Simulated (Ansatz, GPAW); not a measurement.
# How InS3I (model structure) absorbs and reflects light

Wanted: where InS3I (model structure) starts to absorb, how strongly, and its refractive index. The structure is a model built here, which may or may not match a known phase. It was built so: All O replaced by S and Tl replaced by In in the R3m structure of TlIO3. The cell is first relaxed with Ansatz.

Calculated with GPAW 26.7.0; DFT, revPBE, plane-wave PAW (GPAW data sets), scalar-relativistic, RPA, optical limit.

This is a report of a sequence of runs, with most program output left out.

### 1. The structure

Symmetry: R3m, No. 160, trigonal system. The conventional cell has a = 7.643 Å, b = 7.643 Å, c = 9.662 Å, α = 90.00°, β = 90.00°, γ = 120.00°. Nearest to I lie 3 S at 2.21 Å. Nearest to In lie 3 S at 3.57 Å. S has 1 I at 2.21 Å nearest. All O replaced by S and Tl replaced by In in the R3m structure of TlIO3. Farther neighbours and most contacts between anions are not listed.

### 2. Relaxation

The structure was built or cut out here, so it is relaxed before any spectrum is computed.

This step: DFT, revPBE, plane-wave PAW, default files, scalar-relativistic, relaxation (Ansatz 0.2.0).

Contents of input.yaml:

```yaml
crystal:
  lattice:
    - [3.82147996, 2.20633249, 3.22067733]
    - [-3.82147996, 2.20633249, 3.22067733]
    - [0.0, -4.41266497, 3.22067733]
  atoms:
    - { symbol: I, position: [0.50186733, 0.50186733, 0.50186733] }
    - { symbol: In, position: [0.00875085, 0.00875085, 0.00875085] }
    - { symbol: S, position: [0.46189709, 0.46189709, 0.90328765] }
    - { symbol: S, position: [0.46189709, 0.90328765, 0.46189709] }
    - { symbol: S, position: [0.90328765, 0.46189709, 0.46189709] }
kpoints:
  mp_grid: { grid: [4, 4, 4] }
scf:
  occupations: { method: fermi_dirac, width: 0.05 }
hamiltonian:
  xc: revpbe
output:
  forces: true
  stress: true
  write_density: true
  write_potential: true
  elf: true
  volumetric_format: npy
relax:
  f_tol: 0.02
  max_steps: 50
  cell: {}
```

Launch:

```sh
ansatz run input.yaml --threads 1 --pin off --max-ram 4096MiB --backend cpu --events-out ev --progress --plain --runs-dir out
```

It took 82 s on 1 thread of Arm Neoverse V2, shared host; peak memory 0.41 GiB.

Step by step:

```tsv
step	energy less that of the first step (eV)	largest force component (eV/Å)	pressure (GPa)	volume (Å³)
1	0.0000	2.5092	5.73	162.93
2	-0.6699	0.1681	0.09	168.99
3	-0.7668	0.1849	-0.06	171.14
4	-0.8754	0.0984	0.26	169.80
5	-0.9274	0.0871	0.48	171.36
6	-0.9413	0.0658	0.01	176.34
7	-0.9422	0.0118	0.00	176.25
8*	-0.9553	0.0124	0.15	176.25
9	-0.9623	0.0334	0.11	179.21
10	-0.9669	0.0042	0.05	184.83
11	-0.9672	0.0374	-0.04	187.33
12	-0.9674	0.0027	0.01	189.16
13*	-0.9683	0.0026	0.01	189.16
```

Relaxation steps marked * repeat the geometry before them on a plane-wave basis chosen anew for their cell, so energy and pressure can jump there.

The run keeps the 6 symmetry operations that it works with, so distortions that break them were not tested.

```tsv
cell as run	before	after	change
a (Å)	5.463	5.868	+7.4 %
b (Å)	5.463	5.868	+7.4 %
c (Å)	5.463	5.868	+7.4 %
α (°)	88.78	77.31	-12.9 %
β (°)	88.78	77.31	-12.9 %
γ (°)	88.78	77.31	-12.9 %
volume (Å³/atom)	32.59	37.83	+16.1 %
```

The atoms that moved most (Å, as changes of fractional coordinates times the final cell):

```tsv
atom	dx	dy	dz	length
In2	0.000	0.000	0.628	0.628
S4	-0.283	0.163	-0.271	0.424
S5	0.283	0.163	-0.271	0.424
S3	0.000	-0.327	-0.271	0.424
I1	0.000	0.000	0.185	0.185
```

Final coordinates:

```xyz
5
Lattice="3.6652 2.1161 4.0647 -3.6652 2.1161 4.0647 0.0000 -4.2322 4.0647" Properties=species:S:1:pos:R:3 pbc="T T T"
I     0.0000    0.0000    6.3051
In    0.0000    0.0000    0.7344
S     0.0000   -2.1947    7.1555
S    -1.9007    1.0974    7.1555
S     1.9007    1.0974    7.1555
```

The relaxation ends with a largest force component of 0.0026 eV/Å and a pressure of 0.01 GPa.

### 3. Ground state

The self-consistent density comes first; it also tells whether there is a gap, which decides the occupations and the need for a Drude term.

This step: DFT, revPBE, plane-wave PAW (GPAW data sets), scalar-relativistic, ground state (GPAW 26.7.0).

Contents of gs.py:

```python
from ase import Atoms
from ase.dft.bandgap import bandgap
from gpaw import GPAW, PW, FermiDirac

atoms = Atoms(['I', 'In', 'S', 'S', 'S'],
              cell=[[3.66521789, 2.11611454, 4.06470124],
                    [-3.66521789, 2.11611454, 4.06470124],
                    [0.00000000, -4.23222907, 4.06470124]],
              scaled_positions=[[0.51706163, 0.51706163, 0.51706163],
                                [0.06022849, 0.06022849, 0.06022849],
                                [0.41394422, 0.41394422, 0.93252146],
                                [0.41394422, 0.93252146, 0.41394422],
                                [0.93252146, 0.41394422, 0.41394422]],
              pbc=[True, True, True])
atoms.calc = GPAW(mode=PW(400), xc='revPBE', kpts={'size': (4, 4, 4), 'gamma': True},
                  occupations=FermiDirac(0.05), maxiter=150, txt='gs.txt')
print('energy (eV)', atoms.get_potential_energy())
print('Fermi level (eV)', atoms.calc.get_fermi_level())
print('valence electrons', atoms.calc.get_number_of_electrons())
print('gap (eV)', bandgap(atoms.calc, output=None)[0])
print('direct gap (eV)', bandgap(atoms.calc, direct=True, output=None)[0])
atoms.calc.write('gs.gpw')
```

Launch:

```sh
OMP_NUM_THREADS=1 python gs.py
```

Run time: 30 s. Hardware: 1 thread; peak memory 0.21 GiB.

Read-outs, printed or worked out from the files:

```
energy                 : -12.70 eV
Fermi energy           : 1.599 eV
gap on the k-mesh      : 0.7055 eV
direct gap on the mesh : 0.7325 eV
electrons              : 38
```

There is a gap, 0.71 eV on this mesh (points off the mesh can give less), so no carriers' term is needed.

### 4. Bands for the response

At the fixed density, many empty bands are solved on the mesh of the response, since the spectrum sums over them.

This step: DFT, revPBE, plane-wave PAW (GPAW data sets), scalar-relativistic, bands at fixed density (GPAW 26.7.0).

Contents of nscf.py:

```python
from ase.dft.bandgap import bandgap
from gpaw import GPAW, FermiDirac

calc = GPAW('gs.gpw').fixed_density(kpts={'size': (6, 6, 6), 'gamma': True}, nbands=54, convergence={'bands': 48},
                                    occupations=FermiDirac(0.001), txt='nscf.txt')
print('gap (eV)', bandgap(calc, output=None)[0])
print('direct gap (eV)', bandgap(calc, direct=True, output=None)[0])
calc.write('full.gpw', mode='all')
```

Launch:

```sh
OMP_NUM_THREADS=1 python nscf.py
```

Run time: 4.9 min. Hardware: 1 thread; peak memory 0.44 GiB.

### 5. Dielectric function, RPA

Local fields let the induced charge screen the field inside the cell, which as a rule lowers ε, most along directions where the density is uneven.

This step: DFT, revPBE, plane-wave PAW (GPAW data sets), scalar-relativistic, RPA, optical limit (GPAW 26.7.0).

Contents of df.py:

```python
from gpaw.response.df import DielectricFunction

df = DielectricFunction('full.gpw', frequencies={'type': 'nonlinear', 'domega0': 0.03, 'omega2': 8},
                        ecut=30,
                        eta=0.1,
                        nbands=48,
                        txt='df.txt')
for direction in ['x', 'z']:
    df.get_dielectric_function(xc='RPA', direction=direction, filename=f'df_{direction}.csv')
```

Launch:

```sh
OMP_NUM_THREADS=1 python df.py
```

Elapsed: 34 s, on 1 thread; peak memory 0.37 GiB.

Numbers from this step:

```
electronic dielectric constant ε∞, mean over x, y and z (by symmetry where fewer were run) : 7.060
```

The Im ε has structure finer than the step of the table below, so its rows give means over 0.25 eV, whole bins alone (the curve runs from 0 to 10.7 eV). Peaks (eV: height): E ∥ x 1.521: 7.25, 4.290: 5.28, 5.816: 3.64, 8.208: 3.26; E ∥ z 1.314: 2.42, 5.416: 6.35, 8.578: 2.59.

Sum at mesh points, not converged in k; values under the direct gap are tails of Lorentzian lines. The Im ε by photon energy; means over each step:

```tsv
photon energy (eV)	E ∥ x	E ∥ z
0.25	0.104	0.0335
0.50	0.260	0.0850
0.75	0.653	0.221
1.00	2.69	1.02
1.25	5.80	2.30
1.50	6.98	1.74
1.75	6.68	0.877
2.00	6.84	0.936
2.25	6.09	1.20
2.50	6.01	1.38
2.75	5.21	1.55
3.00	4.85	1.74
3.25	3.91	1.36
3.50	3.15	1.29
3.75	3.18	1.33
4.00	3.92	1.62
4.25	5.00	1.78
4.50	4.79	2.10
4.75	4.23	2.30
5.00	3.72	3.29
5.25	3.02	5.43
5.50	2.58	5.58
5.75	3.31	3.16
6.00	3.56	1.96
6.25	2.64	1.23
6.50	1.67	0.967
6.75	1.66	1.42
7.00	1.82	1.19
7.25	2.04	1.08
7.50	2.15	1.25
7.75	2.12	1.28
8.00	2.65	1.51
8.25	3.11	1.62
8.50	2.68	2.30
8.75	2.65	2.21
9.00	2.69	1.84
9.25	2.19	1.70
9.50	2.06	1.64
9.75	1.86	1.76
10.00	1.80	1.60
10.25	1.85	1.46
10.50	1.67	1.67
```

The reflectivity at normal incidence has structure finer than the step of the table below, so its rows give means over 0.25 eV, whole bins alone (the curve runs from 0 to 10.7 eV). Peaks (eV: height): E ∥ x 1.144: 31.9, 4.654: 26.2, 6.177: 26.4, 9.153: 23.8; E ∥ z 1.110: 17.3, 5.565: 33.7, 8.578: 14.1.

Sum at mesh points, not converged in k. The reflectivity at normal incidence by photon energy; means over each step:

```tsv
photon energy (eV)	E ∥ x (%)	E ∥ z (%)
0.25	24.1	12.4
0.50	25.0	12.8
0.75	27.0	14.0
1.00	30.5	16.4
1.25	31.6	15.8
1.50	31.1	11.2
1.75	29.2	9.02
2.00	29.2	10.9
2.25	27.1	11.5
2.50	27.1	11.7
2.75	25.1	12.0
3.00	24.1	11.5
3.25	20.9	9.80
3.50	16.4	10.4
3.75	16.6	10.9
4.00	19.8	12.4
4.25	24.2	12.8
4.50	24.8	14.0
4.75	24.9	15.1
5.00	23.2	18.8
5.25	20.8	25.4
5.50	15.4	32.2
5.75	18.4	29.6
6.00	23.5	21.9
6.25	25.1	12.6
6.50	15.6	4.52
6.75	9.99	7.14
7.00	10.0	5.62
7.25	11.2	4.86
7.50	12.2	5.92
7.75	11.5	6.23
8.00	14.4	7.69
8.25	19.3	8.28
8.50	18.8	12.3
8.75	18.6	12.9
9.00	22.0	10.6
9.25	21.9	9.65
9.50	20.3	8.96
9.75	20.3	9.99
10.00	18.5	9.60
10.25	20.5	7.92
10.50	22.2	9.34
```

Sum at mesh points, not converged in k; values under the direct gap are tails of Lorentzian lines. The Im ε, E ∥ x by photon energy; read off at these points:

```tsv
photon energy (eV)	without local fields	with local fields
0.000	0	0
0.250	0.150	0.102
0.500	0.373	0.253
0.750	0.908	0.606
1.000	3.91	2.56
1.250	9.10	5.87
1.500	10.9	7.18
1.750	8.97	6.72
2.000	8.72	6.95
2.250	7.63	6.04
2.500	8.09	6.15
2.547	8.20	6.24
2.750	6.59	5.05
3.000	6.10	4.84
3.250	4.87	3.87
3.500	4.49	3.14
3.750	4.47	3.14
4.000	5.91	3.87
4.068	6.10	4.32
4.250	5.63	5.13
4.290	5.50	5.28
4.500	5.64	4.81
4.750	4.37	4.16
5.000	3.76	3.78
5.250	3.68	3.03
5.500	3.65	2.54
5.750	4.46	3.41
6.000	4.44	3.61
6.250	3.20	2.63
6.500	3.19	1.59
6.750	3.80	1.65
7.000	3.82	1.77
7.250	4.35	2.02
7.323	4.54	2.13
7.500	4.42	2.17
7.750	4.42	2.11
8.000	4.42	2.63
8.250	3.83	3.18
8.500	3.40	2.62
8.750	2.91	2.62
9.000	2.04	2.74
9.250	1.67	2.13
9.500	1.72	2.07
9.750	1.37	1.84
10.000	1.30	1.81
10.250	1.25	1.88
10.500	1.21	1.68
```

Sum at mesh points, not converged in k; values under the direct gap are tails of Lorentzian lines. Loss function −Im 1/ε at q → 0 against energy loss; read off at these points:

```tsv
energy loss (eV)	E ∥ x	E ∥ z
0.000	0	0
0.250	0.00140	0.00174
0.500	0.00313	0.00412
0.750	0.00615	0.00894
1.000	0.0178	0.0300
1.250	0.0429	0.0975
1.500	0.0620	0.136
1.750	0.0814	0.0746
2.000	0.0963	0.0635
2.250	0.119	0.0807
2.500	0.122	0.0929
2.750	0.164	0.0962
3.000	0.176	0.125
3.250	0.228	0.116
3.302	0.238	0.108
3.500	0.208	0.0965
3.750	0.172	0.0971
4.000	0.142	0.0989
4.250	0.152	0.105
4.500	0.185	0.110
4.750	0.235	0.102
5.000	0.256	0.105
5.250	0.325	0.123
5.367	0.359	0.141
5.500	0.331	0.171
5.750	0.243	0.309
6.000	0.272	0.516
6.250	0.376	0.789
6.282	0.401	0.820
6.500	0.613	0.419
6.750	0.455	0.388
7.000	0.390	0.423
7.250	0.342	0.297
7.500	0.351	0.288
7.750	0.326	0.263
8.000	0.270	0.251
8.250	0.295	0.250
8.500	0.368	0.237
8.750	0.366	0.370
9.000	0.365	0.398
9.250	0.469	0.432
9.500	0.483	0.414
9.750	0.541	0.405
10.000	0.553	0.483
10.096	0.544	0.489
10.250	0.530	0.450
10.500	0.586	0.416
```

At chosen wavelengths:

```tsv
wavelength (nm)	n x	k x	R (%) x	1/α x	n z	k z	R (%) z	1/α z
633	2.65	1.324	29.7	38 nm	1.95	0.225	10.9	224 nm
450	1.98	1.270	24.5	28 nm	1.97	0.400	12.2	90 nm
405	1.88	1.240	23.5	26 nm	1.84	0.473	11.3	68 nm
365	1.69	0.948	16.9	31 nm	1.84	0.345	10.0	84 nm
308	2.11	0.954	20.2	26 nm	1.98	0.438	12.7	56 nm
248	1.50	1.258	23.4	16 nm	2.24	0.711	18.5	28 nm
193	0.94	0.963	19.8	16 nm	1.02	0.431	4.4	36 nm
```

Below the direct gap, k and the depth come from the tails of the Lorentzian lines, not from transitions.

Rows near the edge hang on the gap, which this functional as a rule makes too small, and phonon-assisted absorption is left out.

### 6. Summary of results

```json
{
 "electronic dielectric constant ε∞, mean over x, y and z (by symmetry where fewer were run) (RPA)": "7.06"
}
```

**Reading.** At this level (revPBE, RPA) InS3I has a mean ε∞ = 7.06 and n = 3.20 at 1550 nm (E ∥ x). The cell grew by 16.1 % in volume. On the mesh the gap is 0.71 eV and the least direct gap 0.73 eV. Local fields change the static value along x from 10.98 to 8.44 (-23 %). The static values by axis are 8.44 (x), 4.30 (z). Excitons and phonon-assisted transitions are missing; revPBE gaps are as a rule too small, which pulls the onset down and ε∞ up. Spin-orbit coupling is left out although heavy atoms are present. The curves end at 11 eV, about where the summed bands run out. The cell grew by 16 % in the relaxation, which can come from the guessed start or, where layers or molecules are weakly bound, from the missing dispersion term; a larger cell lowers ε. The sum runs over mesh points 0.19 Å⁻¹ apart with no interpolation, so peaks are partly noise of the mesh; over so small a direct gap single mesh points weigh heavily, so ε∞, n and their changes from run to run can be far off. Besides steps told in other documents, this task had 1 run with a known fault of program or setting; those not told in a step above aren't shown.

[Machine, clock and banner lines and Python warnings are left out of the logs.]

[Logs are printed without paths, hosts, clocks, repeated set-up lines and the standing remarks that a program may print on its own settings, such as how far it seeks lower states.]

[Hosts, paths, dates, database ids (printed as entryN), source tags and the programs' standing remarks are cut or masked in the printed files.]
